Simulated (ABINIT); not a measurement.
# A GW chain in ABINIT: BP (F-43m), part 2 of 3

Aim: the G0W0 gap of BP (F-43m) on PBE, step by step.

ABINIT 10.8.3; PBE and many-body steps on it, plane waves. Known limits of the many-body steps: not at the basis limit.

So far. Step 2 (Ground state): The gap is indirect, with the least direct gap 2.13 eV higher.

**3. Bands along the symmetry lines**

Level of this step: DFT, PBE, plane waves, norm-conserving pseudopotentials (ABINIT).

Levels along a band path, at the cheap level, show where the edges lie and whether the meshes to come will hold them.

Input file run.abi:

```
acell 3*1.0 Angstrom
rprim 
  0.000000000000 2.269000000000 2.269000000000
  2.269000000000 0.000000000000 2.269000000000
  2.269000000000 2.269000000000 0.000000000000
ntypat 2
znucl 5 15
natom 2
typat 1 2
xred 
  0.000000000000 0.000000000000 0.000000000000
  0.250000000000 0.250000000000 0.250000000000
pp_dirpath "pseudos"
pseudos "B.upf, P.upf"
ecut 34
iscf -2
irdden 1
kptopt 0
nkpt 50
kpt 
  0.00000000 0.00000000 0.00000000
  -0.06250000 -0.06250000 0.00000000
  -0.12500000 -0.12500000 0.00000000
  -0.18750000 -0.18750000 0.00000000
  -0.25000000 -0.25000000 0.00000000
  -0.31250000 -0.31250000 0.00000000
  -0.37500000 -0.37500000 0.00000000
  -0.43750000 -0.43750000 0.00000000
  -0.50000000 -0.50000000 0.00000000
  -0.48437500 -0.48437500 0.03125000
  -0.46875000 -0.46875000 0.06250000
  -0.45312500 -0.45312500 0.09375000
  -0.43750000 -0.43750000 0.12500000
  -0.42187500 -0.42187500 0.15625000
  -0.40625000 -0.40625000 0.18750000
  -0.39062500 -0.39062500 0.21875000
  -0.37500000 -0.37500000 0.25000000
  -0.37500000 0.00000000 0.37500000
  -0.32812500 0.00000000 0.32812500
  -0.28125000 0.00000000 0.28125000
  -0.23437500 0.00000000 0.23437500
  -0.18750000 0.00000000 0.18750000
  -0.14062500 0.00000000 0.14062500
  -0.09375000 0.00000000 0.09375000
  -0.04687500 0.00000000 0.04687500
  0.00000000 0.00000000 0.00000000
  0.00000000 0.00000000 0.06250000
  0.00000000 0.00000000 0.12500000
  0.00000000 0.00000000 0.18750000
  0.00000000 0.00000000 0.25000000
  0.00000000 0.00000000 0.31250000
  0.00000000 0.00000000 0.37500000
  0.00000000 0.00000000 0.43750000
  0.00000000 0.00000000 0.50000000
  -0.06250000 -0.03125000 0.46875000
  -0.12500000 -0.06250000 0.43750000
  -0.18750000 -0.09375000 0.40625000
  -0.25000000 -0.12500000 0.37500000
  -0.31250000 -0.15625000 0.34375000
  -0.37500000 -0.18750000 0.31250000
  -0.43750000 -0.21875000 0.28125000
  -0.50000000 -0.25000000 0.25000000
  -0.50000000 -0.28125000 0.21875000
  -0.50000000 -0.31250000 0.18750000
  -0.50000000 -0.34375000 0.15625000
  -0.50000000 -0.37500000 0.12500000
  -0.50000000 -0.40625000 0.09375000
  -0.50000000 -0.43750000 0.06250000
  -0.50000000 -0.46875000 0.03125000
  -0.50000000 -0.50000000 0.00000000
istwfk *1
nband 11
nbdbuf 2
tolwfr 1e-08
nstep 40
prtwf 0
prtvol 0
indata_prefix "in"
outdata_prefix "out"
tmpdata_prefix "tmp"
```

The run is started by

```bash
> OMP_NUM_THREADS=1 mpirun -n 4 abinit run.abi > log
```

Numbers of over 12 decimals in the logs are rounded to 6 here.

Output:

```text
.Version 10.8.3 of ABINIT. v10.8.2 released Aug 2026.

 Symmetries : space group F-4 3 m (#216); Bravais cF (face-center cubic)
[... echo of the input left out ...]
== DATASET  1 ==================================================================
-   mpi_nproc: 4, omp_nthreads: 1 (-1 if OMP is not activated)

--- !DatasetInfo
iteration_state: {dtset: 1, }
dimensions: {natom: 2, nkpt: 50, mband: 11, nsppol: 1, nspinor: 1, nspden: 1, mpw: 1524, }
cutoff_energies: {ecut:  34.0, pawecutdg:  -1.0, }
electrons: {nelect:   8.00000000E+00, charge:   0.00000000E+00, occopt:   1.00000000E+00, tsmear:   1.00000000E-02, }

 Real(R)+Recip(G) space primitive vectors, cartesian coordinates (Bohr,Bohr^-1):
 R(1)=  0.0000000  4.2877886  4.2877886  G(1)= -0.1166102  0.1166102  0.1166102
 R(2)=  4.2877886  0.0000000  4.2877886  G(2)=  0.1166102 -0.1166102  0.1166102
 R(3)=  4.2877886  4.2877886  0.0000000  G(3)=  0.1166102  0.1166102 -0.1166102
 Unit cell volume ucvol=  1.5766311E+02 bohr^3
 Angles (23,13,12)=  6.00000000E+01  6.00000000E+01  6.00000000E+01 degrees

 getcut: wavevector=  0.0000  0.0000  0.0000  ngfft=  32  32  32
         ecut(hartree)=     34.000   => boxcut(ratio)=   2.01047

--- Pseudopotential description ------------------------------------------------
- B Generated using ONCVPSP code by D. R. Hamann
-  5.00000   3.00000  171031                  znucl, zion, pspdat
12 -101130 1 -1 1534                          pspcod,pspxc,lmax,lloc,mmax
     nproj     2     2     0
  pspatm : epsatm=    3.38844616
         --- l  ekb(1:nproj) -->
             0    8.382104    1.234201
             1   -3.719492   -0.867526
 pspatm: atomic psp has been read  and splines computed

- P Generated using ONCVPSP code by D. R. Hamann
- 15.00000   5.00000  171031                  znucl, zion, pspdat
12 -101130 2 -1 1298                          pspcod,pspxc,lmax,lloc,mmax
     nproj     2     2     2
  pspatm : epsatm=    8.05910421
         --- l  ekb(1:nproj) -->
             0    6.598722    1.052341
[...]
pspatm: atomic psp has been read  and splines computed

--------------------------------------------------------------------------------

================================================================================
 prteigrs : about to open file out_EIG
 Non-SCF case, kpt    1 (  0.00000  0.00000  0.00000), residuals and eigenvalues=
  2.07E-09  2.03E-09  2.54E-09  7.57E-09  9.91E-10  7.95E-09  8.75E-09  2.09E-09
[...]
-3.0111E-01  2.6701E-01  2.6701E-01  2.6701E-01  3.9220E-01  3.9220E-01
  3.9220E-01  5.3740E-01  6.9047E-01  7.0970E-01  7.0970E-01
 Non-SCF case, kpt    2 ( -0.06250 -0.06250  0.00000), residuals and eigenvalues=
  4.40E-09  2.39E-09  4.87E-09  9.99E-09  1.46E-09  4.38E-09  3.97E-09  3.31E-09
[...]
-2.9765E-01  2.5282E-01  2.5282E-01  2.5505E-01  3.8534E-01  4.1020E-01
[...]
3.54E-09  2.57E-09  3.37E-09  7.93E-09  3.89E-09  3.70E-09  8.59E-09  5.77E-09
[...]
-2.8732E-01  2.2366E-01  2.2386E-01  2.2386E-01  3.6930E-01  4.5040E-01
  4.5040E-01  5.4631E-01  6.4728E-01  7.2434E-01  7.3398E-01
[...]
Non-SCF case, kpt   49 ( -0.50000 -0.46875  0.03125), residuals and eigenvalues=
[...]
-1.2244E-01 -4.7675E-02  1.1332E-01  1.1345E-01  3.2073E-01  3.3283E-01
  7.0552E-01  7.0931E-01  8.1682E-01  8.6372E-01  9.1210E-01
 Non-SCF case, kpt   50 ( -0.50000 -0.50000  0.00000), residuals and eigenvalues=
[...]
-1.2278E-01 -4.8232E-02  1.1583E-01  1.1583E-01  3.1652E-01  3.2827E-01
  7.1044E-01  7.1044E-01  8.2597E-01  8.7270E-01  9.2368E-01

--- !ResultsGS
iteration_state: {dtset: 1, }
comment   : Summary of ground state results
lattice_vectors:
- [  0.0000000,   4.2877886,   4.2877886, ]
- [  4.2877886,   0.0000000,   4.2877886, ]
- [  4.2877886,   4.2877886,   0.0000000, ]
lattice_lengths: [   6.06385,    6.06385,    6.06385, ]
lattice_angles: [ 60.000,  60.000,  60.000, ] # degrees, (23, 13, 12)
lattice_volume:   1.5766311E+02
convergence: {deltae:  0.000E+00, res2:  0.000E+00, residm:  9.993E-09, diffor:  0.000E+00, }
etotal    :  -9.89670974E+00
entropy   :   0.00000000E+00
fermie    :   2.67006735E-01
cartesian_stress_tensor: null
pressure_GPa: null
xred      :
- [  0.0000E+00,   0.0000E+00,   0.0000E+00,  B]
- [  2.5000E-01,   2.5000E-01,   2.5000E-01,  P]
cartesian_forces: null
force_length_stats: {min: null, max: null, mean: null, }

 Integrated electronic density in atomic spheres:
 ------------------------------------------------
 Atom  Sphere_radius  Integrated_density
[...]
================================================================================

 ----iterations are completed or convergence reached----

 Mean square residual over all n,k,spin=   47.323E-10; max=  99.929E-10
 reduced coordinates (array xred) for    2 atoms
[...]
cartesian coordinates (angstrom) at end:
    1      0.000000     0.000000     0.000000
    2      1.134500     1.134500     1.134500
 length scales=  1.889726125908  1.889726125908  1.889726125908 bohr
              =  1.000000000000  1.000000000000  1.000000000000 angstroms
 prteigrs : about to open file out_EIG
 Eigenvalues (hartree) for nkpt=  50  k points:
 kpt#   1, nband= 11, wtk=  1.00000, kpt=  0.0000  0.0000  0.0000 (reduced coord)
[...]
kpt#   2, nband= 11, wtk=  1.00000, kpt= -0.0625 -0.0625  0.0000 (reduced coord)
[...]
kpt#   3, nband= 11, wtk=  1.00000, kpt= -0.1250 -0.1250  0.0000 (reduced coord)
[...]
kpt#  49, nband= 11, wtk=  1.00000, kpt= -0.5000 -0.4687  0.0313 (reduced coord)
  -0.12244   -0.04767    0.11332    0.11345    0.32073    0.33283    0.70552    0.70931
   0.81682    0.86372    0.91210
 kpt#  50, nband= 11, wtk=  1.00000, kpt= -0.5000 -0.5000  0.0000 (reduced coord)
  -0.12278   -0.04823    0.11583    0.11583    0.31652    0.32827    0.71044    0.71044
   0.82597    0.87270    0.92368

== END DATASET(S) ==============================================================
================================================================================

 -outvars: echo values of variables after computation  --------
            nband          11
             nkpt          50
          spgroup         216
 [... the other variables as echoed above ...]

 Calculation completed.
```

The job ended after 4 s (4 MPI ranks of Arm Neoverse V1, shared host; peak memory 0.24 GiB).

Numbers from this step:

| Property | Result |
| --- | --- |
| gap | 1.260 eV |
| k of the valence top | 0, 0, 0 |
| k of the conduction bottom | -0.4375, -0.4375, 0 |
| least direct gap | 3.407 eV |

The gap is 1.260 eV, −0.020 eV from the run before at this level.

The electronic bands at the labelled points (eV, zero at the top of the highest filled band; v1 is the highest filled band, c1 the lowest empty one):

| point | v4 | v3 | v2 | v1 | c1 | c2 | c3 | c4 |
| --- | --- | --- | --- | --- | --- | --- | --- | --- |
| Γ | -15.46 | 0.00 | 0.00 | 0.00 | 3.41 | 3.41 | 3.41 | 7.36 |
| halfway | -13.98 | -3.69 | -2.73 | -2.73 | 1.82 | 4.96 | 7.71 | 7.71 |
| X | -10.61 | -8.58 | -4.11 | -4.11 | 1.35 | 1.67 | 12.07 | 12.07 |
| halfway | -10.55 | -8.46 | -5.05 | -3.96 | 1.65 | 3.01 | 11.32 | 11.62 |
| U | -10.61 | -8.16 | -6.22 | -3.50 | 2.16 | 6.00 | 9.71 | 10.59 |
| jump to K | -10.61 | -8.16 | -6.22 | -3.50 | 2.16 | 6.00 | 9.71 | 10.59 |
| halfway | -13.81 | -4.91 | -3.87 | -1.08 | 4.56 | 5.09 | 6.13 | 8.30 |
| Γ | -15.46 | 0.00 | 0.00 | 0.00 | 3.41 | 3.41 | 3.41 | 7.36 |
| halfway | -14.35 | -4.84 | -1.12 | -1.12 | 4.00 | 4.76 | 4.76 | 9.60 |
| L | -12.14 | -9.03 | -1.76 | -1.76 | 3.78 | 4.72 | 4.72 | 10.13 |
| halfway | -11.48 | -8.44 | -4.52 | -3.11 | 4.19 | 5.20 | 8.29 | 9.77 |
| W | -10.33 | -8.05 | -5.67 | -5.47 | 5.33 | 6.77 | 7.23 | 7.45 |
| halfway | -10.48 | -8.36 | -4.93 | -4.86 | 2.90 | 3.37 | 10.21 | 10.99 |
| X | -10.61 | -8.58 | -4.11 | -4.11 | 1.35 | 1.67 | 12.07 | 12.07 |

The electronic bands as a text plot (rows in eV, shown from -8.0 to 7.3 only):

```
    6.9 |                   ++++                     +    +
    6.3 |    +            +   +++                       ++
    5.7 |                                           +  +   +
    5.0 |  ++ ++         +      +++         +++++ +++++ +++++
    4.4 |                       +++++      +     +++ +++    +
    3.8 | +     ++      +     ++   +++  +++++++++++++
    3.1 |++            +    ++        ++                     +
    2.5 |  +++    +        +                                  +
    1.9 |     ++   ++++++++                                    ++
    1.2 |       +++++++                                         +
    0.6 |
   -0.1 |**                        ******
   -0.7 | *                      **  *  ****
   -1.3 |  **                   *  **       ****
   -2.0 |    *                **   **    **     *****
   -2.6 |    ***            **   **                 **
   -3.2 |       **        **     **        *          *
   -3.9 |     **  ********      *                    * *        *
   -4.5 |             *                               * *     **
   -5.1 |       **     **     ***           *          * * ***
   -5.8 |                *  **                          ****
   -6.4 |         *       **  **             **
   -7.0 |                   **
   -7.7 |          **      *                   *
         Γ           X  U|K            Γ         L        W     X
```

**4. Empty states on the mesh, 6×6×6 mesh, 29 bands**

The sums over transitions need many empty states on a uniform mesh; this step solves for them.

Input file run.abi:

```
acell 3*1.0 Angstrom
rprim 
  0.000000000000 2.269000000000 2.269000000000
  2.269000000000 0.000000000000 2.269000000000
  2.269000000000 2.269000000000 0.000000000000
ntypat 2
znucl 5 15
natom 2
typat 1 2
xred 
  0.000000000000 0.000000000000 0.000000000000
  0.250000000000 0.250000000000 0.250000000000
pp_dirpath "pseudos"
pseudos "B.upf, P.upf"
ecut 34
ngkpt 6 6 6
nshiftk 1
shiftk 0 0 0
kptopt 1
chksymbreak 0
iscf -2
irdden 1
istwfk *1
nband 29
nbdbuf 4
tolwfr 1e-09
nstep 60
prtvol 0
indata_prefix "in"
outdata_prefix "out"
tmpdata_prefix "tmp"
```

Output:

```text
.Version 10.8.3 of ABINIT. v10.8.2 released Aug 2026.

 Symmetries : space group F-4 3 m (#216); Bravais cF (face-center cubic)
[... echo of the input left out ...]
== DATASET  1 ==================================================================
-   mpi_nproc: 4, omp_nthreads: 1 (-1 if OMP is not activated)

--- !DatasetInfo
iteration_state: {dtset: 1, }
dimensions: {natom: 2, nkpt: 16, mband: 29, nsppol: 1, nspinor: 1, nspden: 1, mpw: 1524, }
cutoff_energies: {ecut:  34.0, pawecutdg:  -1.0, }
electrons: {nelect:   8.00000000E+00, charge:   0.00000000E+00, occopt:   1.00000000E+00, tsmear:   1.00000000E-02, }

 Real(R)+Recip(G) space primitive vectors, cartesian coordinates (Bohr,Bohr^-1):
 R(1)=  0.0000000  4.2877886  4.2877886  G(1)= -0.1166102  0.1166102  0.1166102
 R(2)=  4.2877886  0.0000000  4.2877886  G(2)=  0.1166102 -0.1166102  0.1166102
 R(3)=  4.2877886  4.2877886  0.0000000  G(3)=  0.1166102  0.1166102 -0.1166102
 Unit cell volume ucvol=  1.5766311E+02 bohr^3
 Angles (23,13,12)=  6.00000000E+01  6.00000000E+01  6.00000000E+01 degrees

 getcut: wavevector=  0.0000  0.0000  0.0000  ngfft=  32  32  32
         ecut(hartree)=     34.000   => boxcut(ratio)=   2.01047

--- Pseudopotential description ------------------------------------------------
- B Generated using ONCVPSP code by D. R. Hamann
-  5.00000   3.00000  171031                  znucl, zion, pspdat
12 -101130 1 -1 1534                          pspcod,pspxc,lmax,lloc,mmax
     nproj     2     2     0
  pspatm : epsatm=    3.38844616
         --- l  ekb(1:nproj) -->
             0    8.382104    1.234201
             1   -3.719492   -0.867526
 pspatm: atomic psp has been read  and splines computed

- P Generated using ONCVPSP code by D. R. Hamann
- 15.00000   5.00000  171031                  znucl, zion, pspdat
12 -101130 2 -1 1298                          pspcod,pspxc,lmax,lloc,mmax
     nproj     2     2     2
  pspatm : epsatm=    8.05910421
         --- l  ekb(1:nproj) -->
             0    6.598722    1.052341
[...]
pspatm: atomic psp has been read  and splines computed

--------------------------------------------------------------------------------

================================================================================
 prteigrs : about to open file out_EIG
 Non-SCF case, kpt    1 (  0.00000  0.00000  0.00000), residuals and eigenvalues=
  2.73E-10  5.91E-11  1.52E-10  6.21E-10  1.29E-10  1.52E-10  5.41E-10  9.64E-11
  1.18E-10  1.54E-10  5.17E-10  2.22E-10  4.07E-10  6.49E-10  7.13E-10  2.14E-10
  5.55E-10  3.08E-10  1.97E-10  3.84E-10  7.99E-10  2.17E-10  7.67E-10  4.43E-10
  7.78E-10  1.75E-10  2.86E-04  7.61E-04  1.18E-03
 -3.0111E-01  2.6701E-01  2.6701E-01  2.6701E-01  3.9220E-01  3.9220E-01
  3.9220E-01  5.3740E-01  6.9047E-01  7.0970E-01  7.0970E-01  8.4388E-01
  8.4388E-01  8.4388E-01  1.0582E+00  1.3818E+00  1.3818E+00  1.3818E+00
  1.6140E+00  1.6140E+00  1.6140E+00  1.6473E+00  1.6473E+00  1.8483E+00
  1.8483E+00  1.8483E+00  2.2635E+00  2.2649E+00  2.2737E+00
 prteigrs : prtvol=0 or 1, do not print more k-points.

--- !ResultsGS
iteration_state: {dtset: 1, }
comment   : Summary of ground state results
lattice_vectors:
- [  0.0000000,   4.2877886,   4.2877886, ]
- [  4.2877886,   0.0000000,   4.2877886, ]
- [  4.2877886,   4.2877886,   0.0000000, ]
lattice_lengths: [   6.06385,    6.06385,    6.06385, ]
lattice_angles: [ 60.000,  60.000,  60.000, ] # degrees, (23, 13, 12)
lattice_volume:   1.5766311E+02
convergence: {deltae:  0.000E+00, res2:  0.000E+00, residm:  9.941E-10, diffor:  0.000E+00, }
etotal    :  -9.89670974E+00
entropy   :   0.00000000E+00
fermie    :   2.67006735E-01
cartesian_stress_tensor: null
pressure_GPa: null
xred      :
- [  0.0000E+00,   0.0000E+00,   0.0000E+00,  B]
- [  2.5000E-01,   2.5000E-01,   2.5000E-01,  P]
cartesian_forces: null
force_length_stats: {min: null, max: null, mean: null, }

 Integrated electronic density in atomic spheres:
 ------------------------------------------------
 Atom  Sphere_radius  Integrated_density
[...]
================================================================================

 ----iterations are completed or convergence reached----

 Mean square residual over all n,k,spin=   44.197E-11; max=  99.407E-11
 reduced coordinates (array xred) for    2 atoms
       0.000000000000      0.000000000000      0.000000000000
       0.250000000000      0.250000000000      0.250000000000

 cartesian coordinates (angstrom) at end:
    1      0.000000     0.000000     0.000000
    2      1.134500     1.134500     1.134500
 length scales=  1.889726125908  1.889726125908  1.889726125908 bohr
              =  1.000000000000  1.000000000000  1.000000000000 angstroms
 prteigrs : about to open file out_EIG
 Eigenvalues (hartree) for nkpt=  16  k points:
 kpt#   1, nband= 29, wtk=  0.00463, kpt=  0.0000  0.0000  0.0000 (reduced coord)
  -0.30111    0.26701    0.26701    0.26701    0.39220    0.39220    0.39220    0.53740
   0.69047    0.70970    0.70970    0.84388    0.84388    0.84388    1.05819    1.38180
   1.38180    1.38180    1.61399    1.61399    1.61399    1.64730    1.64730    1.84832
   1.84832    1.84832    2.26354    2.26490    2.27374
 prteigrs : prtvol=0 or 1, do not print more k-points.

== END DATASET(S) ==============================================================
================================================================================

 -outvars: echo values of variables after computation  --------
            nband          29
             nkpt          16
          spgroup         216
 [... the other variables as echoed above ...]

 Calculation completed.
```

The job ended after 3.8 s (4 MPI ranks; peak memory 0.24 GiB; 15 s of CPU time).

This step gave:

| Item | Value |
| --- | --- |
| gap | 1.347 eV |
| k of the valence top | 0, 0, 0 |
| k of the conduction bottom | 0.5, 0.5, 0 |
| least direct gap | 3.407 eV |
| k points computed | 16 |
| lowest point of the top converged band, above the valence top | 40.00 eV |

On this mesh the gap is 1.347 eV. The earlier step found 1.280 eV, so this mesh misses an edge.

[end of part 2 of 3]

[Paths, hosts, dates, memory and timing lines, banners, echoed tables and standing remarks are left out of the program output.]

[Logs are printed without paths, hosts, clocks, repeated set-up lines and the standing remarks that a program may print on its own settings, such as how far it seeks lower states.]

[Runs of the session that timed out or met a known fault of the program may be left out.]

[Hosts, paths, dates, database ids (printed as entryN), source tags and the programs' standing remarks are cut or masked in the printed files.]

[G0W0 gaps are taken among the corrected bands and points alone; a level outside them can change the order at an edge.]

[Where Ansatz stands beside ABINIT at settings called matched, ABINIT's density can come from a denser mesh and the files from another edition; pairs whose starting gaps differed by over 0.03 eV were left out, so agreement reads better than it is.]
